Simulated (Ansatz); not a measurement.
# What GePt (model cell, started as CsCl type) distorts into, part 2 of 3

Aim: this structure of GePt (model cell, started as CsCl type) is to be tested for unstable modes, and one is followed downhill.

Ansatz 0.2.0; DFT r2SCAN, scalar-relativistic, plane waves, PAW.

So far, highest frequency on path, mesh or solved points (cm⁻¹): step 2 (the dispersion) 191. Also lowest frequency on the path (cm⁻¹): step 2 -44.7.

The structure was built from a prototype and need not be the compound's stable phase.

## (6) Relaxing from the distorted cell

Starting from the lowest point found, all atoms and the cell are let go, so that strain and other modes of the same symmetry can join in.

input.yaml

```yaml
crystal:
  lattice:
    - [-3.1569466852, 0.0, 0.0]
    - [0.0, -3.1569466852, -3.1569466852]
    - [0.0, -3.1569466852, 3.1569466852]
  atoms:
    - { symbol: Pt, position: [0.0, 0.4686421852, 0.5] }
    - { symbol: Pt, position: [0.0, 0.0313578148, 0.0] }
    - { symbol: Ge, position: [0.5, -0.0180009346, 0.5] }
    - { symbol: Ge, position: [0.5, 0.5180009346, 0.0] }
kpoints:
  mp_grid: { grid: [14, 10, 10] }
hamiltonian:
  xc: r2scan
scf:
  occupations: { method: methfessel_paxton, width: 0.2 }
output:
  forces: true
  stress: true
  eigenvalues: true
relax:
  adjacent_minimum: "off"
  f_tol: 0.002
  max_steps: 120
  cell: { stress_tol: 0.03 }
```

The run is started by

```console
$ ansatz run input.yaml --threads 4 --pin off --max-ram 7168MiB --backend cpu --events-out ev --progress --plain --runs-dir out
```

Standard output:

```text
[...]
Crystal: 4 atoms, lattice volume = 62.926 Å³
Basis set: ecut = 500 eV, 1583 PW (Γ), exchange–correlation on 96×144×144 points (64 copies of the dense FFT grid, shifted against one another)
Bands: 39, of which v1, the nominal top of the filled ones, is band 32 counted from 1 (31 counted from 0)
Symmetry: 8 space group operations
[...]
k-points: 288 of 1400
[...]
SCF iter   1: F=—  HF=-33679.463907 eV  |F-HF|=—  |Δ(HF+E_count)|=         —  Δρ=1.09e-2  dr2=6.52e-2  dr2_τ=2.10e-2  ethr=1.77e-3  ⟨swp⟩=5.0  Hψ=38074  notcnv=0
[...]
SCF iter   8: F=-33679.488613 eV  HF=-33679.488613 eV  |F-HF|=8.29e-10  |Δ(HF+E_count)|=   5.49e-8  S|Δr|=    0.00e0  Δρ=3.33e-6  dr2=9.25e-9  dr2_τ=6.89e-10  ethr=1.56e-10  ⟨swp⟩=4.0  Hψ=34846  notcnv=0
SCF 1 converged in 8 iterations: F = -33679.488613 eV  dr2 = 9.25e-9
[...]
relax step   1: F+E_penalty+E_count = -33679.48861335 eV  Δ(F+E_penalty+E_count) = +0.000e0 eV  max|allowed force component| = 2.910e-2 eV/Å  Δτ_max = 0.0000 Å  P = +0.785 GPa  Ω = 62.926 Å³  (8 SCF iters, dr2 threshold 1.00e-7 eV, accepted)
Crystal: 4 atoms, lattice volume = 63.522 Å³
Basis set: ecut = 500 eV, 1615 PW (Γ), exchange–correlation on 96×144×144 points (64 copies of the dense FFT grid, shifted against one another)
[...]
SCF iter   7: F=-33679.503468 eV  HF=-33679.503468 eV  |F-HF|=2.96e-8  |Δ(HF+E_count)|=   2.52e-9  S|Δr|=    0.00e0  Δρ=1.03e-5  dr2=4.13e-8  dr2_τ=2.37e-9  ethr=3.90e-10  ⟨swp⟩=4.9  Hψ=39211  notcnv=0
SCF 2 converged in 7 iterations: F = -33679.503468 eV  dr2 = 4.13e-8
relax step   2: F+E_penalty+E_count = -33679.50346810 eV  Δ(F+E_penalty+E_count) = -1.485e-2 eV  max|allowed force component| = 6.763e-2 eV/Å  Δτ_max = 0.0165 Å  P = -0.739 GPa  Ω = 63.522 Å³  energy of the carried Pulay correction = -2.660e-4 eV  (7 SCF iters, dr2 threshold 4.00e-7 eV, accepted)
Crystal: 4 atoms, lattice volume = 63.132 Å³
Basis set: ecut = 500 eV, 1587 PW (Γ), exchange–correlation on 96×144×144 points (64 copies of the dense FFT grid, shifted against one another)
[...]
SCF iter  10: F=-33679.507151 eV  HF=-33679.507151 eV  |F-HF|=3.91e-9  |Δ(HF+E_count)|=   8.80e-8  S|Δr|=    0.00e0  Δρ=2.91e-6  dr2=4.04e-9  dr2_τ=3.11e-10  ethr=6.25e-10  ⟨swp⟩=5.9  Hψ=39601  notcnv=0
the search or the solves at the SCF's close seem to have found levels that the self-consistency loop had missed (the run counts 1). By its estimate they hold under 1e-12 electrons; where the run keeps them, the occupations were computed again with them
SCF 3 converged in 10 iterations: F = -33679.507151 eV  dr2 = 4.04e-9
relax step   3: F+E_penalty+E_count = -33679.50715140 eV  Δ(F+E_penalty+E_count) = -3.683e-3 eV  max|allowed force component| = 9.995e-2 eV/Å  Δτ_max = 0.1098 Å  P = +0.584 GPa  Ω = 63.132 Å³  energy of the carried Pulay correction = -9.232e-5 eV  (10 SCF iters, dr2 threshold 4.00e-7 eV, accepted)
[... from here on, the SCF cycles and remarks between the steps are left out ...]
relax step   4: F+E_penalty+E_count = -33679.52215704 eV  Δ(F+E_penalty+E_count) = -1.501e-2 eV  max|allowed force component| = 3.354e-2 eV/Å  Δτ_max = 0.0564 Å  P = -0.074 GPa  Ω = 63.290 Å³  energy of the carried Pulay correction = -1.628e-4 eV  (9 SCF iters, dr2 threshold 4.00e-7 eV, accepted)
relax step   5: F+E_penalty+E_count = -33679.52759020 eV  Δ(F+E_penalty+E_count) = -5.433e-3 eV  max|allowed force component| = 2.428e-2 eV/Å  Δτ_max = 0.0143 Å  P = -0.213 GPa  Ω = 63.375 Å³  energy of the carried Pulay correction = -2.007e-4 eV  (6 SCF iters, dr2 threshold 4.00e-7 eV, accepted)
relax step   6: F+E_penalty+E_count = -33679.54118619 eV  Δ(F+E_penalty+E_count) = -1.360e-2 eV  max|allowed force component| = 5.348e-2 eV/Å  Δτ_max = 0.0447 Å  P = +0.385 GPa  Ω = 63.612 Å³  energy of the carried Pulay correction = -3.060e-4 eV  (8 SCF iters, dr2 threshold 4.00e-7 eV, accepted)
relax step   7: F+E_penalty+E_count = -33679.54952675 eV  Δ(F+E_penalty+E_count) = -8.341e-3 eV  max|allowed force component| = 6.765e-2 eV/Å  Δτ_max = 0.0078 Å  P = -0.359 GPa  Ω = 64.259 Å³  energy of the carried Pulay correction = -5.915e-4 eV  (7 SCF iters, dr2 threshold 4.00e-7 eV, accepted)
relax step   8: F+E_penalty+E_count = -33679.54573375 eV  Δ(F+E_penalty+E_count) = +3.793e-3 eV  max|allowed force component| = 1.190e-1 eV/Å  Δτ_max = 0.0202 Å  P = +1.641 GPa  Ω = 63.924 Å³  energy of the carried Pulay correction = -4.438e-4 eV  (7 SCF iters, dr2 threshold 4.00e-7 eV, rejected (line search))
relax step   9: F+E_penalty+E_count = -33679.55119901 eV  Δ(F+E_penalty+E_count) = -1.672e-3 eV  max|allowed force component| = 8.657e-3 eV/Å  Δτ_max = 0.0167 Å  P = -0.132 GPa  Ω = 64.339 Å³  energy of the carried Pulay correction = -6.266e-4 eV  (11 SCF iters, accepted)
relax step  10: F+E_penalty+E_count = -33679.55148676 eV  Δ(F+E_penalty+E_count) = -2.877e-4 eV  max|allowed force component| = 6.946e-3 eV/Å  Δτ_max = 0.0069 Å  P = -0.033 GPa  Ω = 64.382 Å³  energy of the carried Pulay correction = -6.453e-4 eV  (6 SCF iters, dr2 threshold 1.09e-7 eV, accepted)
relax step  11: F+E_penalty+E_count = -33679.55178104 eV  Δ(F+E_penalty+E_count) = -2.943e-4 eV  max|allowed force component| = 2.696e-3 eV/Å  Δτ_max = 0.0176 Å  P = +0.058 GPa  Ω = 64.570 Å³  energy of the carried Pulay correction = -7.274e-4 eV  (9 SCF iters, dr2 threshold 1.46e-8 eV, accepted)
relax step  12: F+E_penalty+E_count = -33679.55179667 eV  Δ(F+E_penalty+E_count) = -1.563e-5 eV  max|allowed force component| = 1.080e-3 eV/Å  Δτ_max = 0.0084 Å  P = +0.023 GPa  Ω = 64.687 Å³  energy of the carried Pulay correction = -7.785e-4 eV  (8 SCF iters, dr2 threshold 1.77e-8 eV, accepted)
relax step  13: F+E_penalty+E_count = -33679.55178001 eV  Δ(F+E_penalty+E_count) = +1.667e-5 eV  max|allowed force component| = 5.187e-4 eV/Å  Δτ_max = 0.0059 Å  P = +0.005 GPa  Ω = 64.769 Å³  energy of the carried Pulay correction = -8.144e-4 eV  (8 SCF iters, dr2 threshold 5.11e-9 eV, accepted)
relax step  14: F+E_penalty+E_count = -33679.55176868 eV  Δ(F+E_penalty+E_count) = +1.132e-5 eV  max|allowed force component| = 1.181e-4 eV/Å  Δτ_max = 0.0024 Å  P = -0.000 GPa  Ω = 64.802 Å³  energy of the carried Pulay correction = -8.287e-4 eV  (10 SCF iters, accepted)
Basis set: ecut = 500 eV, 1659 PW (Γ), exchange–correlation on 96×128×160 points (64 copies of the dense FFT grid, shifted against one another)
[...]
SCF iter   8: F=-33679.553679 eV  HF=-33679.553679 eV  |F-HF|=1.46e-11  |Δ(HF+E_count)|=  2.18e-11  S|Δr|=    0.00e0  Δρ=6.65e-8  dr2=2.57e-12  dr2_τ=3.34e-13  ethr=1.00e-12  ⟨swp⟩=5.0  Hψ=44268  notcnv=0
SCF 15 converged in 8 iterations: F = -33679.553679 eV  dr2 = 2.57e-12
relax step  15: F+E_penalty+E_count = -33679.55367904 eV  Δ(F+E_penalty+E_count) = -1.910e-3 eV  max|allowed force component| = 3.295e-4 eV/Å  Δτ_max = 0.0000 Å  P = -0.001 GPa  Ω = 64.802 Å³  stress off target by 1.67e-2 GPa  SCF on the basis re-selected at this cell (its energy is not comparable with the rows above)  (8 SCF iters)
basis re-selected at this cell: Δ(F+E_penalty+E_count) = -1.910e-3 eV, ΔP = -0.000 GPa vs the last step (what re-selecting the basis moved, of the pressure what is left beyond the Pulay correction that the steps carried, after the strain that the cell walked since its last selection, with what the two solves' SCF thresholds leave and, on support functions, any second-order correction that the steps lacked; it is no measure of the basis error at this ecutwfc). The dense FFT grid was sized anew with the basis: this SCF ran on 24×32×40 points, the steps before it on 24×36×36, so part of this shift can come from that change (see relax.cell in the input reference). [rest of the remark cut]
SCF converged after 8 iterations
[...]
Free energy (F): -33679.553679 eV
[...]
Internal energy: -33679.553246 eV  (E = F + TS)
E sigma→0 (E₀):  -33679.553571 eV
Entropy (-TS):   -0.000433 eV (-0.108 meV/atom)
Fermi energy:    17.563440 eV
[...]
--- Forces (eV/Å), atoms counted from 1 ---
  atom   1  Pt    -0.00000000    -0.00032364    -0.00032364
  atom   2  Pt     0.00000000     0.00032364     0.00032364
  atom   3  Ge    -0.00000000     0.00032952     0.00032952
  atom   4  Ge     0.00000000    -0.00032952    -0.00032952
  max |Σ_I F_I| component: 0.00e0 eV/Å
--- Stress (GPa, compression-positive) ---
       -0.004168       0.000000      -0.000000
        0.000000       0.000794      -0.015939
       -0.000000      -0.015939       0.000794
  P = ⅓ Tr σ = -0.0009 GPa (-0.009 kbar)
--- Band table (eV; the first three rows and the last of 288) ---
  k-point 0: bands = [... 28 lower, 14.7701, 15.4133, 15.6724, 16.5328, 17.7392, 20.2373, 20.7636, 20.9176, ... 3 higher]
  k-point 1: bands = [... 28 lower, 14.8663, 15.3434, 15.6310, 16.7194, 17.7545, 20.2235, 20.6382, 20.8719, ... 3 higher]
  k-point 2: bands = [... 28 lower, 14.9676, 15.2764, 15.5237, 17.0016, 17.9844, 20.2114, 20.2408, 21.1733, ... 3 higher]
  k-point 287: bands = [... 28 lower, 14.6425, 14.6425, 16.3202, 16.3202, 17.4989, 17.4989, 18.9747, 18.9747, ... 3 higher]
--- Relaxed structure (14 steps of the walk, 13 accepted, 1 SCFs on fresh bases) ---
  F+E_penalty+E_count = -33679.55367904 eV   max|allowed force component| = 3.295e-4 eV/Å   (the final SCF, on the basis selected at the relaxed cell)
  cell:  # Å, volume = 64.8017 Å³
    - [-3.030897, 0, 0]
    - [0, -3.000947, -3.000947]
    - [0, -3.562271, 3.562271]
  atoms:
    - { symbol: Pt, position: [0, 0.426531, 0.500000] }
    - { symbol: Pt, position: [0, 0.073469, 0.0] }
    - { symbol: Ge, position: [0.5, -0.049754, 0.5] }
    - { symbol: Ge, position: [0.5, 0.549754, 0.0] }
```

Elapsed: 10 min, on 4 threads of Arm Neoverse N1, shared host; peak memory 1.1 GiB.

Relaxation path:

| step | energy less that of the first step (eV) | largest force component (eV/Å) | pressure (GPa) | volume (Å³) |
| --- | --- | --- | --- | --- |
| 1 | 0.0000 | 0.0291 | 0.79 | 62.93 |
| 2 | -0.0149 | 0.0676 | -0.74 | 63.52 |
| 3 | -0.0185 | 0.1000 | 0.58 | 63.13 |
| 4 | -0.0335 | 0.0335 | -0.07 | 63.29 |
| 5 | -0.0390 | 0.0243 | -0.21 | 63.38 |
| 6 | -0.0526 | 0.0535 | 0.38 | 63.61 |
| 7 | -0.0609 | 0.0677 | -0.36 | 64.26 |
| 8 | -0.0571 | 0.1190 | 1.64 | 63.92 |
| 9 | -0.0626 | 0.0087 | -0.13 | 64.34 |
| 10 | -0.0629 | 0.0069 | -0.03 | 64.38 |
| 11 | -0.0632 | 0.0027 | 0.06 | 64.57 |
| 12 | -0.0632 | 0.0011 | 0.02 | 64.69 |
| 13 | -0.0632 | 0.0005 | 0.01 | 64.77 |
| 14 | -0.0632 | 0.0001 | 0.00 | 64.80 |
| 15* | -0.0651 | 0.0003 | 0.00 | 64.80 |

Relaxation steps marked * repeat the geometry before them on a plane-wave basis chosen anew for their cell, so energy and pressure can jump there. Relaxation step 8 was tried and not accepted.

The run keeps the 8 symmetry operations that the program found, so distortions that break them were not tested.

| cell as run | before | after | change |
| --- | --- | --- | --- |
| a (Å) | 3.157 | 3.031 | -4.0 % |
| b (Å) | 4.465 | 4.244 | -4.9 % |
| c (Å) | 4.465 | 5.038 | +12.8 % |
| volume (Å³/atom) | 15.73 | 16.20 | +3.0 % |

The atoms that moved most (Å, as changes of fractional coordinates times the final cell):

| atom | dx | dy | dz | length |
| --- | --- | --- | --- | --- |
| Pt2 | 0.000 | -0.126 | -0.126 | 0.179 |
| Pt1 | 0.000 | 0.126 | 0.126 | 0.179 |
| Ge3 | 0.000 | 0.095 | 0.095 | 0.135 |
| Ge4 | 0.000 | -0.095 | -0.095 | 0.135 |

Final coordinates:

```xyz
4
Lattice="-3.0309 0.0000 0.0000 0.0000 -3.0009 -3.0009 0.0000 -3.5623 3.5623" Properties=species:S:1:pos:R:3 pbc="T T T"
Pt    0.0000   -3.0611    0.5011
Pt    0.0000   -0.2205   -0.2205
Ge   -1.5154   -1.6318    1.9304
Ge   -1.5154   -1.6498   -1.6498
```

Read from the output:

- pressure: -8.60e-4 GPa
- volume per atom: 16.20 Å³

The distorted start has space group Pmma; the relaxation ends in Pmma.

## (7) The new phase in its own primitive cell

The relaxed structure is symmetrised, reduced to its primitive cell and relaxed tightly, as its phonons need.

input.yaml, the sections that differ from step 6:

```yaml
crystal:
  lattice:
    - [5.037812103, 0.0, 0.0]
    - [0.0, 3.0308969343, 0.0]
    - [0.0, 0.0, 4.2439792434]
  atoms:
    - { symbol: Pt, position: [0.25, 0.0, 0.1765307141] }
    - { symbol: Pt, position: [0.75, 0.0, 0.8234692859] }
    - { symbol: Ge, position: [0.25, 0.5, 0.7002459877] }
    - { symbol: Ge, position: [0.75, 0.5, 0.2997540123] }
kpoints:
  mp_grid: { grid: [8, 14, 10] }
relax:
  adjacent_minimum: "off"
  f_tol: 0.001
  max_steps: 60
  cell: { stress_tol: 0.01 }
# hamiltonian, scf, output: as in step 6
```

Standard output:

```text
[...]
Crystal: 4 atoms, lattice volume = 64.802 Å³
Basis set: ecut = 500 eV, 1659 PW (Γ), exchange–correlation on 160×96×128 points (64 copies of the dense FFT grid, shifted against one another)
Bands: 39, of which v1, the nominal top of the filled ones, is band 32 counted from 1 (31 counted from 0)
Symmetry: 8 space group operations
[...]
k-points: 240 of 1120
[...]
--- Relaxed structure (11 steps of the walk, 10 accepted, 1 SCFs on fresh bases) ---
[...]
cell:  # Å, volume = 64.5616 Å³
    - [4.995938, 0, 0]
    - [0, 3.021174, 0]
    - [0, 0, 4.277419]
  atoms:
    - { symbol: Pt, position: [0.25, 0, 0.180799] }
    - { symbol: Pt, position: [0.750000, 0, 0.819201] }
    - { symbol: Ge, position: [0.25, 0.5, 0.703875] }
    - { symbol: Ge, position: [0.750000, 0.5, 0.296125] }
[key lines of the parts left out:]
SCF converged after 7 iterations
Free energy (F): -33679.554917 eV
Fermi energy:    17.634221 eV
P = ⅓ Tr σ = -0.0010 GPa (-0.010 kbar)
```

The job ended after 6 min (4 threads; peak memory 0.96 GiB; 24 min of CPU time).

The steps of the relaxation:

| step | energy less that of the first step (eV) | largest force component (eV/Å) | pressure (GPa) | volume (Å³) |
| --- | --- | --- | --- | --- |
| 1 | 0.0000 | 0.0029 | 0.06 | 64.80 |
| 2 | 0.0000 | 0.0040 | -0.01 | 64.83 |
| 3 | 0.0000 | 0.0025 | 0.01 | 64.81 |
| 4 | -0.0001 | 0.0052 | 0.00 | 64.79 |
| 5 | -0.0001 | 0.0054 | 0.01 | 64.75 |
| 6 | -0.0002 | 0.0045 | 0.02 | 64.67 |
| 7 | -0.0002 | 0.0019 | 0.01 | 64.61 |
| 8 | -0.0003 | 0.0066 | 0.06 | 64.54 |
| 9 | -0.0003 | 0.0008 | -0.01 | 64.57 |
| 10 | -0.0003 | 0.0013 | 0.03 | 64.55 |
| 11 | -0.0003 | 0.0000 | 0.00 | 64.56 |
| 12* | -0.0002 | 0.0000 | 0.00 | 64.56 |

Relaxation steps marked * repeat the geometry before them on a plane-wave basis chosen anew for their cell, so energy and pressure can jump there. Relaxation step 10 was tried and not accepted.

Forces are held to the 8 operations that the program found; a distortion that breaks them can't arise in this run.

| conventional cell, symmetrised | before | after | change |
| --- | --- | --- | --- |
| a (Å) | 5.038 | 4.996 | -0.8 % |
| b (Å) | 3.031 | 3.021 | -0.3 % |
| c (Å) | 4.244 | 4.277 | +0.8 % |
| volume (Å³/atom) | 16.20 | 16.14 | -0.4 % |

The atoms that moved most (Å, as changes of fractional coordinates times the final cell):

| atom | dx | dy | dz | length |
| --- | --- | --- | --- | --- |
| Pt1 | 0.000 | 0.000 | 0.018 | 0.018 |
| Pt2 | 0.000 | 0.000 | -0.018 | 0.018 |
| Ge4 | 0.000 | 0.000 | -0.016 | 0.016 |
| Ge3 | 0.000 | 0.000 | 0.016 | 0.016 |

Read from the output:

| Property | Result |
| --- | --- |
| pressure | -9.59e-4 GPa |
| volume per atom | 16.14 Å³ |

The largest force component left is 0.010 meV/Å and the pressure is -0.001 GPa, within the tolerances set. The cell now holds 16.14 Å³/atom.

(Part 2 of 3 ends here.)

[Long decimals in the printed logs are rounded to 6 places.]

[Logs are printed without paths, hosts, clocks, repeated set-up lines and the standing remarks that a program may print on its own settings, such as how far it seeks lower states.]

[Hosts, paths, dates, database ids (printed as entryN), source tags and the programs' standing remarks are cut or masked in the printed files.]

[Where the starting crystal was built by hand or by swapping elements, it need not be the compound's stable phase.]
